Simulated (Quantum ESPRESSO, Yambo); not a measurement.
A convergence test on BaTiO3 (P4mm).

The database entry behind the starting cell differs from later determinations by our own check (c/a about 0.6 % short), so it need not match the best structure at ambient conditions.

The structure is tetragonal, space group P4mm (No. 99). Conventional cell: a = 4.000 Å, b = 4.000 Å, c = 4.018 Å, α = 90.00°, β = 90.00°, γ = 90.00°. Nearest to Ba lie 12 O at 2.79 to 2.88 Å. Ti has 6 O at 1.84 to 2.18 Å nearest. Nearest to O lie 2 Ti at 1.84 to 2.18 Å and 4 Ba at 2.83 Å. Nearest to O lie 2 Ti at 2.00 Å and 4 Ba at 2.79 to 2.88 Å. Farther neighbours and most contacts between anions are not listed.

```xyz
5
Lattice="3.9998 0.0000 0.0000 0.0000 3.9998 0.0000 0.0000 0.0000 4.0180" Properties=species:S:1:pos:R:3 pbc="T T T"
Ba    0.0000    0.0000   -0.0005
Ti    1.9999    1.9999    1.9452
O     1.9999    1.9999    0.1038
O     1.9999    0.0000    2.0756
O     0.0000    1.9999    2.0756
```

Geometry: measured (diffraction); atoms relaxed with PBE. The runs that relaxed it are not among those shown. Spin-orbit coupling is left out unless a run names it.

Program: Yambo 5.3.0; PBE start, 4×4×4 mesh, Godby-Needs plasmon pole.

| bands | screening cutoff (eV) | gap on the mesh (eV) |
| --- | --- | --- |
| 87 | 122.5 | 3.361 |
| 288 | 122.5 | 3.262 |
| 87 | 204.1 | 3.353 |

Question: If the two steps added up, what gap would 288 bands at 204.1 eV give? Do they add up?

From the first row, the second adds −0.099 eV and the third −0.008 eV, so the sum predicts 3.361 −0.099 −0.008 = 3.254 eV. The run gave 3.308 eV, +0.054 eV from that. They don't add up: at the higher cutoff the same bands are worth −0.045 eV.

Limits: not at the basis limit; no spin-orbit coupling; coarse k mesh.

[Paths, hosts, dates, memory and timing lines, banners, echoed tables and standing remarks are left out of the program output.]

[Logs are printed without paths, hosts, clocks, repeated set-up lines and the standing remarks that a program may print on its own settings, such as how far it seeks lower states.]

[Runs of the session that timed out or met a known fault of the program may be left out.]

[Hosts, paths, dates, database ids (printed as entryN), source tags and the programs' standing remarks are cut or masked in the printed files.]
